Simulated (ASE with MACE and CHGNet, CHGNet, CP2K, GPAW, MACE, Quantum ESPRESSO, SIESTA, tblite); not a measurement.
# Random packing of B (94 atoms) in machine-learned potentials

Wanted: machine-learned potentials inputs and outputs for random packing of B (94 atoms), checked against a plane-wave reference.

Method: the method is named at each step, in ASE with MACE and CHGNet.

**1. Set-up**

The cell holds 94 atoms: 94 B. Its edges and angles: a = 9.301 Å, b = 9.301 Å, c = 9.301 Å, α = 90.0°, β = 90.0°, γ = 90.0°. 94 atoms (94 B) packed at random in a cube at 2.1 g/cm³ and pushed apart as soft spheres; a start for melting by ab initio MD, not an equilibrated structure. Then every atom was moved at random, 0.03 Å r.m.s. a Cartesian component.

The yardstick, on the same geometry:

```
method                 : Kohn-Sham DFT, PBE, SSSP efficiency 1.3.0 pseudopotentials, plane waves (Quantum ESPRESSO 7.5); sssp-pbe-1.3.0-efficiency, cutoffs 45/360 Ry, Γ point
r.m.s. force component : 1.106 eV/Å
longest force          : 4.447 eV/Å
pressure               : -20.27 GPa
time                   : 35 s on 4 MPI ranks of Arm Neoverse V2, shared host
CPU time               : 2.3 min
```

**2. MACE MPA-0 medium potential**

Method: machine-learned interatomic potential MACE MPA-0 medium, trained on PBE(+U) plane-wave data.

run.py reads:

```python
import numpy as np
from ase.io import read
import mlip  # loads the published weights by name

atoms = read("structure.xyz")
atoms.calc = mlip.calc("mace-mpa-0-medium")
energy = atoms.get_potential_energy()
forces = atoms.get_forces()
print(f"energy {energy:.6f} eV")
print("forces (eV/A)")
for i, (a, f) in enumerate(zip(atoms, forces)):
    print(f"{i:4d} {a.symbol:2s} {f[0]:10.5f} {f[1]:10.5f} {f[2]:10.5f}")
stress = -atoms.get_stress(voigt=False) * 160.21766
print("stress (GPa, compression positive)")
for row in stress:
    print(" ".join(f"{x:10.4f}" for x in row))
```

structure.xyz reads:

```xyz
94
Lattice="9.30110 0.00000 0.00000 0.00000 9.30110 0.00000 0.00000 0.00000 9.30110" Properties=species:S:1:pos:R:3 pbc="T T T"
B 3.86972 3.35416 6.17881
B 7.43353 0.06399 5.09784
B 7.55324 0.06176 7.71015
B 5.94722 5.81793 3.97789
B 3.13791 1.74451 6.36791
B 0.55035 6.33563 3.73569
B 5.46077 9.12605 0.52495
B 8.00118 4.17731 4.46853
B 8.85121 8.29863 4.21833
B 4.99283 4.66218 5.70743
B 7.17012 2.04317 4.96483
B 6.09110 8.57878 4.05556
B 8.42884 7.94881 1.98383
B 4.95814 6.96820 2.36750
B 2.56413 0.51184 8.20478
B 4.78095 7.18687 5.53192
B 5.95066 7.66504 8.45526
B 2.63956 7.34880 5.92136
B 2.40229 5.58633 6.22104
B 5.32841 1.12618 4.84755
B 5.28888 5.55890 1.55180
B 1.92468 3.98468 1.24486
B 5.98005 1.21547 8.91269
B 2.19664 4.48732 8.44438
B 8.61784 6.18142 5.21234
B 7.41177 4.53419 7.84418
B 3.96794 8.69737 7.80437
B 1.20710 8.13939 3.35993
B 3.26441 7.04986 3.82080
B 6.59550 5.38738 0.36218
B 4.73528 8.84609 5.98600
B 7.91207 2.47391 6.93360
B 6.52695 5.43277 6.18784
B 3.18777 0.15217 1.34001
B 4.04142 4.97348 7.28490
B 4.56572 0.53323 2.17348
B 1.36652 0.51547 2.61593
B 0.69498 5.63451 6.04172
B 1.07521 8.19734 6.09706
B 2.10902 7.99485 7.33559
B 8.16590 4.46127 6.25229
B 5.82658 3.76499 8.68658
B 4.29748 7.26267 0.29940
B 2.04122 6.45329 8.35471
B 3.79494 3.02369 1.54835
B 6.15007 3.41667 5.82305
B 4.69324 4.54275 2.71787
B 6.97322 8.19957 6.78813
B 3.64036 5.61628 0.58039
B 6.97592 0.45715 3.28924
B 6.44724 3.65701 1.49069
B 0.48059 2.42024 8.34420
B 0.77729 3.91558 7.51296
B 7.89524 4.34343 2.47512
B 1.21928 2.64319 3.75802
B 4.27739 2.97617 8.52297
[... 34 atom lines left out ...]
B 2.93115 1.95239 4.16020
B 1.95109 4.73445 2.82037
B 4.35533 2.64449 3.32896
B 6.90802 7.13050 3.46578
```

Launch:

```sh
$ OMP_NUM_THREADS=1 python run.py > output.txt
```

The log of the run:

```text
energy -504.719499 eV
forces (eV/A)
   0 B    -0.76155    0.97718    0.39426
   1 B    -0.08092    0.10001   -1.66897
   2 B     1.62660    1.35609    1.22306
   3 B    -1.48245   -1.10795    0.57118
   4 B     0.32040   -0.33384   -0.65619
   5 B     0.16132    0.24562    1.35594
   6 B     0.51248   -1.47981    0.62836
   7 B     1.88646    0.44783   -0.27070
   8 B     1.77257   -1.21606   -1.02827
   9 B     0.36633   -1.27377    0.76473
  10 B    -1.66733    0.18299    1.06340
  11 B    -0.57826   -1.20381    0.47295
  12 B    -1.69852   -0.52048   -0.75840
  13 B    -0.81892    1.49816    2.20591
  14 B     0.38362   -1.43847   -0.11274
  15 B    -3.08988    0.32839   -1.12008
  16 B    -1.67044   -0.28532    0.23771
  17 B     1.57374   -0.91791   -2.24125
  18 B     0.65016   -0.62451   -0.63042
  19 B     0.85161   -1.60653    1.52576
  20 B    -0.05644   -0.15296   -1.41400
  21 B     0.68826   -0.11410    0.09726
  22 B    -0.16284   -1.31794   -2.01210
  23 B    -0.63553    0.31108    1.46988
[...]
86 B     1.95833   -1.70102    0.68194
  87 B     0.12081    0.39214    0.50624
  88 B    -0.13655    0.94445    0.90830
  89 B    -0.59592    0.83068   -0.53080
  90 B    -0.62767    0.14217    0.11021
  91 B    -0.90291   -0.62301    1.20939
  92 B    -0.53282    0.63887   -0.60666
  93 B    -0.51898   -0.48915   -0.30020
stress (GPa, compression positive)
  -23.7451     0.0525     0.2384
    0.0525   -20.9751     2.2832
    0.2384     2.2832   -20.7166
```

Wall time 9.3 s (1 thread of Arm Neoverse V2, shared host); peak memory 1.3 GiB.

Banners, paths, timers and routine set-up lines are dropped from the logs unmarked, and long logs keep their key lines alone; longer cuts are marked.

Compared with the plane-wave run:

* r.m.s. force component: 1.067 eV/Å
* r.m.s. difference of force components: 411.4 meV/Å
* longest difference of force vectors: 1569 meV/Å
* force difference over r.m.s. force: 37.2 %
* slope of forces against the reference's: 0.8959
* correlation of force components: 0.9289
* pressure: -21.81 GPa
* pressure difference: -1.543 GPa

A closer look about B40, which bears the longest force: 9 atoms, nearest first, numbered in the order of the input, with positions taken from that point.

```csv
atom,x,y,z,distance (Å),bonds,Fx,Fy,Fz (eV/Å)
B40,0.00,0.00,0.00,0.00,3,2.09,0.77,3.90
B39,-1.03,0.20,-1.24,1.63,3,0.43,0.54,-0.03
B18,0.53,-0.65,-1.41,1.64,3,1.57,-0.92,-2.24
B44,-0.07,-1.54,1.02,1.85,4,-2.39,-0.95,1.30
B90,1.49,-1.35,0.31,2.03,2,-0.60,0.83,-0.53
B27,1.86,0.70,0.47,2.04,2,-0.69,-0.07,-1.10
B15,0.46,1.82,0.87,2.07,2,0.38,-1.44,-0.11
B89,-1.86,1.45,0.53,2.42,1,-0.14,0.94,0.91
B81,-1.85,-1.62,0.21,2.47,3,1.01,0.97,1.31
```

Atoms are counted from 1 here, from 0 in the log.

Forces lie 37 % from the reference's, at 0.059 times its CPU time (on 1 against 4 cores).

**3. CHGNet 0.3.0 potential**

Method: machine-learned interatomic potential CHGNet 0.3.0, trained on PBE(+U) plane-wave data.

run.py: that of step 2 with these lines changed.

```diff
@@ -5,3 +5,3 @@
 atoms = read("structure.xyz")
-atoms.calc = mlip.calc("mace-mpa-0-medium")
+atoms.calc = mlip.calc("chgnet-0.3.0")
 energy = atoms.get_potential_energy()
```

structure.xyz is that of step 2.

The log of the run:

```text
CHGNet v0.3.0 initialized with 412,525 parameters
CHGNet will run on cpu
energy -515.310364 eV
forces (eV/A)
   0 B    -0.62337    0.77408    0.87746
   1 B     0.61548    0.48819   -1.71151
   2 B     1.23074    1.07213    1.01159
   3 B    -1.29807   -0.95420    0.53301
   4 B     0.32335   -0.03952   -0.15078
   5 B     0.47204    0.35226    1.65523
   6 B     0.44560   -1.82717    0.25141
   7 B     2.06765    1.02893   -0.48708
   8 B     0.74276   -1.34910   -1.32060
   9 B     0.08012   -0.25266    0.70726
  10 B    -1.57206    0.27193    1.41360
  11 B    -0.98348   -1.15053    0.65703
  12 B    -2.02266   -1.05856   -1.13224
  13 B    -1.03501    0.81588    2.52722
  14 B     0.37538   -1.23455   -0.10347
  15 B    -2.33215    0.04984   -0.98475
  16 B    -1.92279   -0.53526   -0.09417
  17 B     1.32867   -0.78273   -1.76686
  18 B     0.16088   -0.76074   -0.42805
  19 B     1.43435   -1.85250    1.14510
  20 B    -0.60584    0.04701   -1.38400
  21 B     0.32450   -0.26306   -0.41766
  22 B     0.20205   -0.13240   -2.77444
  23 B    -0.70601    0.67166    1.49020
[...]
86 B     2.61734   -1.27217    1.00737
  87 B     0.06892    0.87236    0.57324
  88 B    -0.59014    0.70258    0.68231
  89 B    -0.57667    0.68579   -0.23697
  90 B    -1.40163   -0.73346    0.70043
  91 B    -1.54482   -0.22748    1.23478
  92 B     0.36941    0.61456   -0.89413
  93 B    -0.28773   -0.11601   -1.03107
stress (GPa, compression positive)
  -22.1168    -0.6356     0.6429
   -0.6356   -19.5204     1.5054
    0.6429     1.5054   -18.9683
```

It took 4.9 s on 1 thread; peak memory 2.2 GiB.

Compared with the plane-wave run:

```
r.m.s. force component                  : 1.066 eV/Å
r.m.s. difference of force components   : 538.1 meV/Å
longest difference of force vectors     : 2138 meV/Å
force difference over r.m.s. force      : 48.66 %
slope of forces against the reference's : 0.8458
correlation of force components         : 0.8778
pressure                                : -20.2 GPa
pressure difference                     : 0.0672 GPa
```

Against the first run (37 %), the force difference from the reference is 49 %, at 0.52 times the CPU time.

**4. MACE MP-0b2 small potential**

Method: machine-learned interatomic potential MACE MP-0b2 small, trained on PBE(+U) plane-wave data.

run.py: that of step 3 with these lines changed.

```diff
@@ -5,3 +5,3 @@
 atoms = read("structure.xyz")
-atoms.calc = mlip.calc("chgnet-0.3.0")
+atoms.calc = mlip.calc("mace-mp-0b2-small")
 energy = atoms.get_potential_energy()
```

structure.xyz is that of step 3.

The log of the run:

```text
energy -516.113141 eV
forces (eV/A)
   0 B    -0.83784    0.93207    0.42801
   1 B    -0.42068    0.31734   -1.68081
   2 B     1.42475    1.29455    1.62149
   3 B    -1.82702   -1.95417    0.52605
   4 B     0.53047   -0.35506    0.06933
   5 B     1.03451    0.48362    1.44298
   6 B    -0.00357   -1.68760    0.85819
   7 B     1.86725    0.61753    0.16763
   8 B     1.88915   -1.36414   -1.78794
   9 B     0.61956   -0.83240    1.20917
  10 B    -1.73637    0.80995    0.51167
  11 B    -0.70862   -1.23795    0.64540
  12 B    -1.50953   -0.63915   -0.24705
  13 B    -1.34570    1.14573    2.30912
  14 B    -0.11407   -1.51612    0.02340
  15 B    -3.00539    0.22379   -0.66185
  16 B    -1.20146   -0.39499   -0.11913
  17 B     1.39767   -0.68239   -2.08412
  18 B     0.71055   -0.79729   -0.42121
  19 B     0.08518   -1.01669    0.87473
  20 B     0.51159   -0.51423   -1.68944
  21 B     0.76543   -0.46153    0.12645
  22 B    -0.19195   -0.94570   -1.58573
  23 B    -0.42590    0.85894    1.33751
[...]
86 B     1.94875   -1.06354    0.96777
  87 B     0.35483   -0.17989    0.86634
  88 B     0.54369    1.11963    0.43501
  89 B    -0.48948    1.10526   -0.42666
  90 B    -1.14662    0.11174   -0.09912
  91 B    -1.46407   -0.84282    0.89088
  92 B    -0.54515    0.05219   -0.44692
  93 B    -0.16217   -0.21339   -1.04863
stress (GPa, compression positive)
  -25.5665    -1.0040     0.1223
   -1.0040   -23.1322     2.5876
    0.1223     2.5876   -24.1119
```

The job ended after 5.8 s (1 thread; peak memory 0.69 GiB).

Against the reference:

| Quantity | Value |
| --- | --- |
| r.m.s. force component | 1.101 eV/Å |
| r.m.s. difference of force components | 527.6 meV/Å |
| longest difference of force vectors | 1858 meV/Å |
| force difference over r.m.s. force | 47.71 % |
| slope of forces against the reference's | 0.8814 |
| correlation of force components | 0.8857 |
| pressure | -24.27 GPa |
| pressure difference | -4.001 GPa |

Against the first run (37 %), the force difference from the reference is 48 %, at 0.69 times the CPU time.

**5. Side by side**

Differences are against the plane-wave reference, forces as r.m.s. over components; share is that over the reference's r.m.s. force, slope the least-squares factor from reference forces to these. Total energies of different programs have different zeros and aren't compared.

```csv
run,"Δ force, r.m.s. (meV/Å)",share (%),slope,Δ pressure (GPa),cores,CPU time,memory (GiB)
reference,-,-,-,-,4,2.3 min,2.0
MACE MPA-0 medium potential,411,37.2,0.896,-1.54,1,8.3 s,1.3
CHGNet 0.3.0 potential,538,48.7,0.846,0.0672,1,4.3 s,2.2
MACE MP-0b2 small potential,528,47.7,0.881,-4.00,1,5.7 s,0.69
```

Times of the machine-learned potentials are mostly Python's start and the loading of weights.

CPU time is summed over cores on a shared host, where runs went side by side, so it is rough. Symmetry, cutoffs, thresholds, outputs and thread counts weren't matched or tuned between programs; memory under MPI is the largest rank's times the ranks.

**6. Results**

- nearest in forces: MACE MPA-0 medium potential, 37 %
- its CPU time: 8.3 s

What this shows: Machine-learned potentials differ by 37 % (MACE MPA-0 medium potential) to 49 % (CHGNet 0.3.0 potential); they were trained on other programs' data. Among those trained on PBE data the slope goes as low as 0.85, with a correlation of 0.88, so directions differ as well as sizes. The reference's pressure holds the uncorrected Pulay stress of its 45 Ry basis, so small pressure differences, and their order, may be the reference's own error. Machine-learned potentials mimic data converged in k, so the reference's own k-point error enters their differences. The reference's stress is far from hydrostatic: its diagonal is -25.5, -17.7, -17.6 GPa, compression counted positive. The reference's pressure of -20 GPa says that the cell would shrink at this level of theory. The electronic-structure runs sample only Γ, in a cell whose shortest periodic width is 9 Å, which is coarse for a cell with partly filled levels.

[Also dropped from logs without a mark: logging warnings of Python, and SIESTA's first energy breakdown and zero terms.]

[Logs are printed without paths, hosts, clocks, repeated set-up lines and the standing remarks that a program may print on its own settings, such as how far it seeks lower states.]

[Hosts, paths, dates, database ids (printed as entryN), source tags and the programs' standing remarks are cut or masked in the printed files.]
